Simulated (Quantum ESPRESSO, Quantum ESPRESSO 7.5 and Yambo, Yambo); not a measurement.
**Quasiparticle gap of InF3 (R-3c) in Yambo**

Wanted: ground state, empty states, screening and self-energy for InF3 (R-3c).

Main program and level: Quantum ESPRESSO 7.5 and Yambo 5.3.0; LDA and many-body steps on it, plane waves.

## (1) The starting structure

It takes space group R-3c (No. 167, trigonal). The conventional cell has a = 5.204 Å, b = 5.204 Å, c = 14.723 Å, α = 90.00°, β = 90.00°, γ = 120.00°. Nearest to In lie 6 F at 2.08 Å. Nearest to F lie 2 In at 2.08 Å. Farther neighbours and most contacts between anions are not listed.

The cell and positions are those that the Materials Project relaxed with its own functionals (PBE, PBE+U or r2SCAN), kept fixed.

## (2) Ground state

This step: Quantum ESPRESSO 7.5; DFT, LDA, plane waves, norm-conserving pseudopotentials.

The ground-state density comes first.

The input, pw.in:

```
&control
  calculation = 'scf'
  prefix = 'x'
  outdir = 'o'
  pseudo_dir = 'pseudo'
  tprnfor = .true.
  tstress = .true.
/
&system
  ibrav = 0
  nat = 8
  ntyp = 2
  ecutwfc = 80.0
  nbnd = 50
  force_symmorphic = .true.
/
&electrons
  conv_thr = 1e-10
  electron_maxstep = 80
  mixing_beta = 0.5
/
ATOMIC_SPECIES
  In 114.82 In.upf
  F 18.998 F.upf
CELL_PARAMETERS angstrom
  2.6021411829 1.5023469124 4.9075061345
  -2.6021411829 1.5023469124 4.9075061345
  0.0000000000 -3.0046938249 4.9075061345
ATOMIC_POSITIONS crystal
  In 0.5000000000 0.5000000000 0.5000000000
  In 0.0000000000 0.0000000000 0.0000000000
  F 0.3957092200 0.7500000000 0.1042907800
  F 0.7500000000 0.1042907800 0.3957092200
  F 0.8957092200 0.6042907800 0.2500000000
  F 0.2500000000 0.8957092200 0.6042907800
  F 0.6042907800 0.2500000000 0.8957092200
  F 0.1042907800 0.3957092200 0.7500000000
K_POINTS automatic
  6 6 6 0 0 0
```

On the command line:

```bash
OMP_NUM_THREADS=1 mpirun -n 8 pw.x -nk 8 -in pw.in > pw.out
```

The log of the run:

```text
Program PWSCF v.7.5 starts

     This program is part of the open-source Quantum ESPRESSO suite
     for quantum simulation of materials; please cite
         "P. Giannozzi et al., J. Phys.:Condens. Matter 21 395502 (2009);
         "P. Giannozzi et al., J. Phys.:Condens. Matter 29 465901 (2017);
         "P. Giannozzi et al., J. Chem. Phys. 152 154105 (2020);
     in publications or presentations arising from this work. More details at
     Message from routine setup:
     using ibrav=0 with symmetry is DISCOURAGED, use correct ibrav instead

     G-vector sticks info

     bravais-lattice index     =            0
     lattice parameter (alat)  =      10.8740  a.u.
     unit-cell volume          =     776.8010 (a.u.)^3
     number of atoms/cell      =            8
     number of atomic types    =            2
     number of electrons       =        84.00
     number of Kohn-Sham states=           50
     kinetic-energy cutoff     =      80.0000  Ry
     charge density cutoff     =     320.0000  Ry
     scf convergence threshold =      1.0E-10
     mixing beta               =       0.5000
     number of iterations used =            8  plain     mixing
     Exchange-correlation= SLA  PW   NOGX NOGC
                           (   1   4   0   0   0   0   0)

     celldm(1)=  10.874024  celldm(2)=   0.000000  celldm(3)=   0.000000
     celldm(4)=   0.000000  celldm(5)=   0.000000  celldm(6)=   0.000000

     crystal axes: (cart. coord. in units of alat)
               a(1) = (   0.452209   0.261083   0.852844 )
               a(2) = (  -0.452209   0.261083   0.852844 )
               a(3) = (   0.000000  -0.522166   0.852844 )

     reciprocal axes: (cart. coord. in units 2 pi/alat)
               b(1) = (  1.105683  0.638366  0.390849 )
               b(2) = ( -1.105683  0.638366  0.390849 )
               b(3) = (  0.000000 -1.276733  0.390849 )
     Pseudo is Norm-conserving + core correction, Zval = 21.0
     Generated using ONCVPSP code by D. R. Hamann
     Using radial grid of 1894 points,  6 beta functions with:
     Pseudo is Norm-conserving + core correction, Zval =  7.0
     Generated using ONCVPSP code by D. R. Hamann
     Using radial grid of  824 points,  5 beta functions with:
     In               21.00   114.82000     In( 1.00)
     F                 7.00    18.99800     F ( 1.00)

      6 Sym. Ops., with inversion, found

   Cartesian axes

     site n.     atom                  positions (alat units)
         1        In     tau(   1) = (   0.0000000  -0.0000000   1.2792656  )
         2        In     tau(   2) = (   0.0000000   0.0000000   0.0000000  )
         3        F      tau(   3) = (  -0.1602136   0.2446682   1.0660546  )
         4        F      tau(   4) = (   0.2919957   0.0164149   1.0660546  )
         5        F      tau(   5) = (   0.1317821   0.2610831   1.4924765  )
         6        F      tau(   6) = (  -0.2919957  -0.0164149   1.4924765  )
         7        F      tau(   7) = (   0.1602136  -0.2446682   1.4924765  )
         8        F      tau(   8) = (  -0.1317821  -0.2610831   1.0660546  )

     number of k points=    40
                       cart. coord. in units 2pi/alat
        k(    1) = (   0.0000000   0.0000000   0.0000000), wk =   0.0092593
        k(    2) = (   0.0000000  -0.2127888   0.0651415), wk =   0.0555556
        k(    3) = (   0.0000000  -0.4255775   0.1302831), wk =   0.0555556
        k(    4) = (   0.0000000   0.6383663  -0.1954246), wk =   0.0277778
        k(    5) = (  -0.1842805  -0.1063944   0.1302831), wk =   0.0555556
        k(    6) = (  -0.1842805  -0.3191831   0.1954246), wk =   0.0555556
        k(    7) = (  -0.1842805   0.7447606  -0.1302831), wk =   0.0555556
        k(    8) = (  -0.1842805   0.5319719  -0.0651415), wk =   0.0555556
        k(    9) = (  -0.1842805   0.3191831   0.0000000), wk =   0.0555556
        k(   10) = (  -0.3685609  -0.2127888   0.2605662), wk =   0.0555556
     [... 28 further rows ...]
        k(   39) = (  -0.1842805  -0.5319719  -0.1302831), wk =   0.0555556
        k(   40) = (   0.7371219  -0.2127888   0.2605662), wk =   0.0555556

     Dense  grid:    74873 G-vectors     FFT dimensions: (  64,  64,  64)

     Initial potential from superposition of free atoms

     starting charge      83.9942, renormalised to      84.0000
     Starting wfcs are   50 randomized atomic wfcs

     per-process dynamical memory:    99.7 Mb

     Self-consistent Calculation

     iteration #  1     ecut=    80.00 Ry     beta= 0.50

     total energy              =   -1092.43010600 Ry
     estimated scf accuracy    <       0.99655519 Ry

     iteration #  2     ecut=    80.00 Ry     beta= 0.50

     total energy              =   -1092.72877380 Ry
     estimated scf accuracy    <       0.17414058 Ry

     iteration #  3     ecut=    80.00 Ry     beta= 0.50

     total energy              =   -1092.75357879 Ry
     estimated scf accuracy    <       0.00987182 Ry

     iteration #  4     ecut=    80.00 Ry     beta= 0.50

     total energy              =   -1092.75439197 Ry
     estimated scf accuracy    <       0.00050873 Ry

     iteration #  5     ecut=    80.00 Ry     beta= 0.50

     total energy              =   -1092.75449596 Ry
     estimated scf accuracy    <       0.00002168 Ry

     iteration #  6     ecut=    80.00 Ry     beta= 0.50

     total energy              =   -1092.75449622 Ry
     estimated scf accuracy    <       0.00000249 Ry

     iteration #  7     ecut=    80.00 Ry     beta= 0.50

     total energy              =   -1092.75449669 Ry
     estimated scf accuracy    <       0.00000012 Ry

     iteration #  8     ecut=    80.00 Ry     beta= 0.50

     total energy              =   -1092.75449672 Ry
     estimated scf accuracy    <       0.00000003 Ry

     iteration #  9     ecut=    80.00 Ry     beta= 0.50

     total energy              =   -1092.75449672 Ry
     estimated scf accuracy    <          9.1E-10 Ry

     iteration # 10     ecut=    80.00 Ry     beta= 0.50

     End of self-consistent calculation

          k = 0.0000 0.0000 0.0000 (  9321 PWs)   bands (ev):

  -108.5499-108.5498 -67.1693 -67.1693 -67.1688 -67.1688 -67.1512 -67.1506
   -17.5336 -17.0687 -17.0687 -16.9410 -16.8391 -16.8391  -8.5556  -8.5556
    -8.0754  -8.0754  -8.0509  -7.9059  -7.9001  -7.9001  -7.3455  -7.3455
    -2.7932  -0.7320  -0.7320  -0.3872   1.0025   1.1275   1.1379   1.2684
     1.2684   1.7931   1.7931   2.0962   2.1652   2.1652   2.2165   2.2165
     2.3611   2.3611   6.4029  11.8103  12.8183  13.9160  13.9160  14.9032
    15.8085  15.8085

          k = 0.0000-0.2128 0.0651 (  9391 PWs)   bands (ev):

  -108.5499-108.5498 -67.1693 -67.1693 -67.1688 -67.1688 -67.1512 -67.1506
   -17.4876 -17.0628 -17.0586 -16.9495 -16.8800 -16.8604  -8.4858  -8.4843
    -8.0638  -8.0626  -8.0395  -7.9140  -7.9113  -7.9102  -7.4450  -7.4406
    -2.6987  -0.9262  -0.5466  -0.3193   0.9437   1.0645   1.2780   1.3478
     1.4569   1.5631   1.8048   2.0401   2.0960   2.1089   2.1619   2.1720
     2.3011   2.3554   6.8211  11.2878  13.1346  13.5494  14.0186  14.9133
    15.4826  15.9135

          k = 0.0000-0.4256 0.1303 (  9404 PWs)   bands (ev):

  -108.5499-108.5499 -67.1692 -67.1692 -67.1689 -67.1689 -67.1511 -67.1507
   -17.3623 -17.0605 -17.0314 -16.9924 -16.9562 -16.9134  -8.2891  -8.2867
    -8.0319  -8.0288  -8.0094  -7.9432  -7.9387  -7.9366  -7.6956  -7.6871
    -2.4118  -1.4097  -0.0942  -0.0442   0.7857   1.0493   1.1460   1.3894
     1.4874   1.5903   1.8226   1.8854   2.0024   2.0379   2.0592   2.1394
     2.2735   2.3142   7.8097  10.2232  13.2483  13.7340  13.9044  14.7125
    15.0760  15.4987

          k = 0.0000 0.6384-0.1954 (  9372 PWs)   bands (ev):

     [... further k-points ...]

     highest occupied, lowest unoccupied level (ev):     2.3935    6.4029

!    total energy              =   -1092.75449672 Ry
     estimated scf accuracy    <          1.4E-11 Ry

     The total energy is the sum of the following terms:
     one-electron contribution =    -723.92825001 Ry
     hartree contribution      =     387.83386701 Ry
     xc contribution           =    -176.43314654 Ry
     ewald contribution        =    -580.22696718 Ry

     convergence has been achieved in  10 iterations

     Forces acting on atoms (cartesian axes, Ry/au):

     atom    1 type  1   force =    -0.00000000    0.00000000    0.00000000
     atom    2 type  1   force =     0.00000000   -0.00000000   -0.00000000
     atom    3 type  2   force =    -0.00386025   -0.00668614    0.00000000
     atom    4 type  2   force =    -0.00386025    0.00668614    0.00000000
     atom    5 type  2   force =    -0.00772049   -0.00000000   -0.00000000
     atom    6 type  2   force =     0.00386025   -0.00668614   -0.00000000
     atom    7 type  2   force =     0.00386025    0.00668614   -0.00000000
     atom    8 type  2   force =     0.00772049    0.00000000    0.00000000

     Total force =     0.018911     Total SCF correction =     0.000007

     Computing stress (Cartesian axis) and pressure

          total   stress  (Ry/bohr**3)                   (kbar)     P=      -43.40
  -0.00028485  -0.00000000   0.00000000          -41.90       -0.00        0.00
   0.00000000  -0.00028485  -0.00000000            0.00      -41.90       -0.00
  -0.00000000  -0.00000000  -0.00031529           -0.00       -0.00      -46.38

     XML data file, charge density, pseudopotentials, collected wavefunctions

=------------------------------------------------------------------------------=
   JOB DONE.
=------------------------------------------------------------------------------=
```

Wall time 42 s (8 MPI ranks of Arm Neoverse V2, shared host); peak memory 1.3 GiB; 5.6 min of CPU time.

Numbers from this step:

* total energy: -14867.6823 eV
* gap: 4.009 eV
* k of the valence top: 0, -0.5, -0.5
* k of the conduction bottom: 0, 0, 0
* least direct gap: 4.042 eV
* pressure: -4.34 GPa

The gap is indirect, with the least direct gap 0.03 eV higher.

With these pseudopotential files and this cutoff the stress is not reliable, so the pressure is no result.

(Continued in part 2 of 3.)

[Paths, hosts, dates, memory and timing lines, banners, echoed tables and standing remarks are left out of the program output.]

[Logs are printed without paths, hosts, clocks, repeated set-up lines and the standing remarks that a program may print on its own settings, such as how far it seeks lower states.]

[Runs of the session that timed out or met a known fault of the program may be left out.]

[Hosts, paths, dates, database ids (printed as entryN), source tags and the programs' standing remarks are cut or masked in the printed files.]
